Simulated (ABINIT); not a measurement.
# A GW chain in ABINIT: SnSe2 (P-3m1)

Wanted: ground state, empty states, screening and self-energy for SnSe2 (P-3m1).

Method: PBE and many-body steps on it, plane waves, in ABINIT 10.8.3.

**Experimental background.**

- Gap 1.21 ± 0.04 eV: quasiparticle gap from STS band edges on large flat area; scanning tunneling spectroscopy, log dI/dV edge fit; 77.6 K; bulk crystal (n-type SnSe2 region of partially converted crystal) (“Lateral heterostructures formed by thermally converting n-type SnSe2 to p-type SnSe”, 2018, arxiv:1804.01202).

- Gap 1 eV: indirect gap from optical absorption (approximate); optical absorption; bulk crystal (quoted in “Lateral heterostructures formed by thermally converting n-type SnSe2 to p-type SnSe”, 2018, arxiv:1804.01202).

- Gap 1.207 eV: direct band-edge excitonic transition; piezoreflectance; 300 K; bulk crystal (CVT-grown single crystal) (“Temperature Dependent Excitonic Transition Energy and Enhanced Electron-Phonon Coupling in Layered Ternary SnS2-xSex Semiconductors with Fully Tunable Stoichiometry”, 2021, pmc:8069899).

## 1. The starting structure

The structure is trigonal, space group P-3m1 (No. 164). The conventional cell has a = 3.811 Å, b = 3.811 Å, c = 6.136 Å, α = 90.00°, β = 90.00°, γ = 120.00°. Nearest to Sn lie 6 Se at 2.68 Å. Se has 3 Sn at 2.68 Å nearest. Farther neighbours and most contacts between anions are not listed.

The cell and positions come from the Crystallography Open Database and are kept as given unless a step says otherwise.

## 2. Ground state

This step: ABINIT 10.8.3; DFT, PBE, plane waves, norm-conserving pseudopotentials.

The ground-state density comes first.

run.abi

```
acell 3*1.0 Angstrom
rprim 
  3.810999999987 0.000000000003 0.000000000000
  -1.905499999996 3.300422813810 0.000000000000
  0.000000000000 0.000000000000 6.136000000000
ntypat 2
znucl 50 34
natom 3
typat 1 2 2
xred 
  0.000000000000 0.000000000000 0.000000000000
  0.333333333333 0.666666666667 0.249000000000
  0.666666666667 0.333333333333 0.751000000000
pp_dirpath "pseudos"
pseudos "Sn.upf, Se.upf"
ecut 48
ngkpt 6 6 4
nshiftk 1
shiftk 0 0 0
kptopt 1
chksymbreak 0
nband 40
occopt 1
tolvrs 1e-08
nstep 60
prtwf 0
optforces 0
optstress 0
indata_prefix "in"
outdata_prefix "out"
tmpdata_prefix "tmp"
```

On the command line:

```console
$ OMP_NUM_THREADS=1 mpirun -n 8 abinit run.abi > log
```

Numbers of over 12 decimals in the logs are rounded to 6 here.

Output:

```text
.Version 10.8.3 of ABINIT. v10.8.2 released Aug 2026.

 Symmetries : space group P-3 m 1 (#164); Bravais hP (primitive hexag.)
================================================================================
 Values of the parameters that define the memory need of the present run
     intxc =       0    ionmov =       0      iscf =       7    lmnmax =       6
     lnmax =       6     mgfft =      75  mpssoang =       3    mqgrid =    3617
     natom =       3  nloc_mem =       1    nspden =       1   nspinor =       1
    nsppol =       1      nsym =      12    n1xccc =    2501    ntypat =       2
    occopt =       1   xclevel =       2
-    mband =          40        mffmem =           1         mkmem =           3
       mpw =        8310          nfft =      172800          nkpt =          24
================================================================================
  Rough estimation (10% accuracy) of disk space for files :
================================================================================

--------------------------------------------------------------------------------
------------- Echo of variables that govern the present computation ------------
--------------------------------------------------------------------------------
 -outvars: echo values of preprocessed input variables --------
            acell      1.8897261259E+00  1.8897261259E+00  1.8897261259E+00 Bohr

      chksymbreak           0
             ecut      4.80000000E+01 Hartree
-          fftalg         312

              ixc     -101130
              kpt      0.00000000E+00  0.00000000E+00  0.00000000E+00
                       1.66666667E-01  0.00000000E+00  0.00000000E+00
                       3.33333333E-01  0.00000000E+00  0.00000000E+00
                       5.00000000E-01  0.00000000E+00  0.00000000E+00
                       1.66666667E-01  1.66666667E-01  0.00000000E+00
                       3.33333333E-01  1.66666667E-01  0.00000000E+00
                       3.33333333E-01  3.33333333E-01  0.00000000E+00
                       0.00000000E+00  0.00000000E+00  2.50000000E-01
                       1.66666667E-01  0.00000000E+00  2.50000000E-01
   [... 13 further rows ...]
                       3.33333333E-01  1.66666667E-01  5.00000000E-01
                       3.33333333E-01  3.33333333E-01  5.00000000E-01
         kptrlatt        6    0    0      0    6    0      0    0    4
          kptrlen      4.32104776E+01
P           mkmem           3
            natom           3
            nband          40
            ngfft          48      48      75
             nkpt          24
            nstep          60
             nsym          12
           ntypat           2
              occ      2.000000  2.000000  2.000000  2.000000  2.000000  2.000000
                       2.000000  2.000000  2.000000  2.000000  2.000000  2.000000
                       2.000000  2.000000  2.000000  2.000000  2.000000  2.000000
                       2.000000  2.000000  2.000000  2.000000  2.000000  2.000000
                       2.000000  2.000000  2.000000  2.000000  2.000000  2.000000
                       2.000000  2.000000  2.000000  2.000000  2.000000  0.000000
                       0.000000  0.000000  0.000000  0.000000
        optforces           0
        optstress           0
            prtwf           0
            rprim      3.8110000000E+00  3.0000000000E-12  0.0000000000E+00
[...]
spgroup         164

           tolvrs      1.00000000E-08

             xred      0.0000000000E+00  0.0000000000E+00  0.0000000000E+00
[...]
znucl       50.00000   34.00000

================================================================================

 chkinp: Checking input parameters for consistency.

================================================================================
== DATASET  1 ==================================================================
-   mpi_nproc: 8, omp_nthreads: 1 (-1 if OMP is not activated)

--- !DatasetInfo
iteration_state: {dtset: 1, }
dimensions: {natom: 3, nkpt: 24, mband: 40, nsppol: 1, nspinor: 1, nspden: 1, mpw: 8310, }
cutoff_energies: {ecut:  48.0, pawecutdg:  -1.0, }
electrons: {nelect:   7.00000000E+01, charge:   0.00000000E+00, occopt:   1.00000000E+00, tsmear:   1.00000000E-02, }

 Real(R)+Recip(G) space primitive vectors, cartesian coordinates (Bohr,Bohr^-1):
 R(1)=  7.2017463  0.0000000  0.0000000  G(1)=  0.1388552  0.0801681  0.0000000
 R(2)= -3.6008731  6.2368952  0.0000000  G(2)=  0.0000000  0.1603362  0.0000000
 R(3)=  0.0000000  0.0000000 11.5953595  G(3)=  0.0000000  0.0000000  0.0862414
 Unit cell volume ucvol=  5.2082339E+02 bohr^3
 Angles (23,13,12)=  9.00000000E+01  9.00000000E+01  1.20000000E+02 degrees

 getcut: wavevector=  0.0000  0.0000  0.0000  ngfft=  48  48  75
         ecut(hartree)=     48.000   => boxcut(ratio)=   2.04626

--- Pseudopotential description ------------------------------------------------
- Sn Generated using ONCVPSP code by D. R. Hamann
- 50.00000  22.00000  171031                  znucl, zion, pspdat
12 -101130 2 -1 1628                          pspcod,pspxc,lmax,lloc,mmax
     nproj     2     2     2
  pspatm : epsatm=   27.31087254
         --- l  ekb(1:nproj) -->
[...]
pspatm: atomic psp has been read  and splines computed

- Se Generated using ONCVPSP code by D. R. Hamann
- 34.00000  24.00000  171031                  znucl, zion, pspdat
12 -101130 2 -1 1214                          pspcod,pspxc,lmax,lloc,mmax
     nproj     2     2     2
  pspatm : epsatm=   25.39064422
         --- l  ekb(1:nproj) -->
[...]
pspatm: atomic psp has been read  and splines computed

   5.46645127E+03                                ecore*ucvol(ha*bohr**3)
--------------------------------------------------------------------------------

_setup2: Arith. and geom. avg. npw (full set) are    8271.965    8271.953

================================================================================

--- !BeginCycle
iteration_state: {dtset: 1, }
solver: {iscf: 7, nstep: 60, nline: 4, wfoptalg: 0, }
tolerances: {tolvrs: 1.00E-08, }

     iter   Etot(hartree)      deltaE(h)  residm     vres2
 ETOT  1  -894.16323327138    -8.942E+02 1.191E+00 2.258E+02
 ETOT  2  -898.11411757450    -3.951E+00 2.113E-02 1.369E+02
 ETOT  3  -898.12522907450    -1.111E-02 1.248E-02 3.899E+01
 ETOT  4  -898.12694945592    -1.720E-03 2.601E-02 1.056E+01
 ETOT  5  -898.12801655194    -1.067E-03 7.958E-04 6.610E-01
 ETOT  6  -898.12806439652    -4.784E-05 5.887E-05 1.458E-02
 ETOT  7  -898.12806559767    -1.201E-06 1.000E-04 4.229E-04
 ETOT  8  -898.12806563533    -3.766E-08 3.236E-05 7.305E-05
 ETOT  9  -898.12806564093    -5.601E-09 6.002E-05 1.368E-06
 ETOT 10  -898.12806564113    -1.916E-10 1.932E-05 4.205E-08
 ETOT 11  -898.12806564108     4.479E-11 3.580E-05 3.842E-09

 At SCF step   11       vres2   =  3.84E-09 < tolvrs=  1.00E-08 =>converged.

--- !ResultsGS
iteration_state: {dtset: 1, }
comment   : Summary of ground state results
lattice_vectors:
- [  7.2017463,   0.0000000,   0.0000000, ]
- [ -3.6008731,   6.2368952,   0.0000000, ]
- [  0.0000000,   0.0000000,  11.5953595, ]
lattice_lengths: [   7.20175,    7.20175,   11.59536, ]
lattice_angles: [ 90.000,  90.000, 120.000, ] # degrees, (23, 13, 12)
lattice_volume:   5.2082339E+02
convergence: {deltae:  4.479E-11, res2:  3.842E-09, residm:  3.580E-05, diffor:  0.000E+00, }
etotal    :  -8.98128066E+02
entropy   :   0.00000000E+00
fermie    :   2.07145495E-01
cartesian_stress_tensor: null
pressure_GPa: null
xred      :
- [  0.0000E+00,   0.0000E+00,   0.0000E+00, Sn]
- [  3.3333E-01,   6.6667E-01,   2.4900E-01, Se]
- [  6.6667E-01,   3.3333E-01,   7.5100E-01, Se]
cartesian_forces: null
force_length_stats: {min: null, max: null, mean: null, }

 Integrated electronic density in atomic spheres:
 ------------------------------------------------
 Atom  Sphere_radius  Integrated_density
[...]
2        2.00000         21.25035261
    3        2.00000         21.25035261
================================================================================

 ----iterations are completed or convergence reached----

 Mean square residual over all n,k,spin=   44.019E-09; max=  35.801E-06
 reduced coordinates (array xred) for    3 atoms
       0.000000000000      0.000000000000      0.000000000000
       0.333333333333      0.666666666667      0.249000000000
       0.666666666667      0.333333333333      0.751000000000
 rms dE/dt=  0.0000E+00; max dE/dt=  0.0000E+00; dE/dt below (all hartree)
    1       0.000000000000      0.000000000000      0.000000000000
    2       0.000000000000      0.000000000000      0.000000000000
    3       0.000000000000      0.000000000000      0.000000000000

 cartesian coordinates (angstrom) at end:
    1      0.000000     0.000000     0.000000
    2     -1.67e-12     2.200282     1.527864
    3      1.905500     1.100141     4.608136
 length scales=  1.889726125908  1.889726125908  1.889726125908 bohr
              =  1.000000000000  1.000000000000  1.000000000000 angstroms
 prteigrs : about to open file out_EIG
 Fermi (or HOMO) energy (hartree) =   0.20715   Average Vxc (hartree)=  -0.36803
 Eigenvalues (hartree) for nkpt=  24  k points:
 kpt#   1, nband= 40, wtk=  0.00694, kpt=  0.0000  0.0000  0.0000 (reduced coord)
  -7.40558   -7.40558   -5.18192   -5.18192   -5.18192   -5.18192   -5.18019   -5.18018
  -4.54362   -2.91858   -2.91858   -2.91848   -1.51382   -1.51382   -1.51381   -1.51381
  -1.51224   -1.51224   -1.51222   -1.51222   -1.51167   -1.51167   -0.57512   -0.57512
  -0.57379   -0.57323   -0.57323   -0.30713   -0.24185   -0.01565    0.18187    0.18187
   0.19291    0.19291    0.20715    0.24756    0.31615    0.37814    0.37814    0.50655
 prteigrs : prtvol=0 or 1, do not print more k-points.

--- !EnergyTerms
iteration_state     : {dtset: 1, }
comment             : Components of total free energy in Hartree
kinetic             :  3.69681863524365E+02
hartree             :  3.69199359582189E+02
xc                  : -8.47663695483912E+01
Ewald energy        : -3.93006523174324E+02
psp_core            :  1.04957867612685E+01
local_psp           : -9.90501337790154E+02
non_local_psp       : -1.79230844996034E+02
total_energy        : -8.98128065641081E+02
total_energy_eV     : -2.44393096925152E+04
band_energy         : -1.54133043762427E+02

== END DATASET(S) ==============================================================
================================================================================

 -outvars: echo values of variables after computation  --------
           etotal     -8.9812806564E+02
            nband          40
             nkpt          24
          spgroup         164
 [... the other variables as echoed above ...]

 Calculation completed.
```

Wall time 41 s (8 MPI ranks of Arm Neoverse V2, shared host); peak memory 0.88 GiB; 5.4 min of CPU time.

Numbers from this step:

```
total energy               : -24439.3097 eV
gap                        : 0.8191 eV
k of the valence top       : 0, 0, 0
k of the conduction bottom : 0.5, 0, 0.25
least direct gap           : 1.100 eV
```

The gap is indirect, with the least direct gap 0.28 eV higher.

(Part 1 of 3 ends here.)

[Paths, hosts, dates, memory and timing lines, banners, echoed tables and standing remarks are left out of the program output.]

[Logs are printed without paths, hosts, clocks, repeated set-up lines and the standing remarks that a program may print on its own settings, such as how far it seeks lower states.]

[Runs of the session that timed out or met a known fault of the program may be left out.]

[Hosts, paths, dates, database ids (printed as entryN), source tags and the programs' standing remarks are cut or masked in the printed files.]

[G0W0 gaps are taken among the corrected bands and points alone; a level outside them can change the order at an edge.]

[Where Ansatz stands beside ABINIT at settings called matched, ABINIT's density can come from a denser mesh and the files from another edition; pairs whose starting gaps differed by over 0.03 eV were left out, so agreement reads better than it is.]
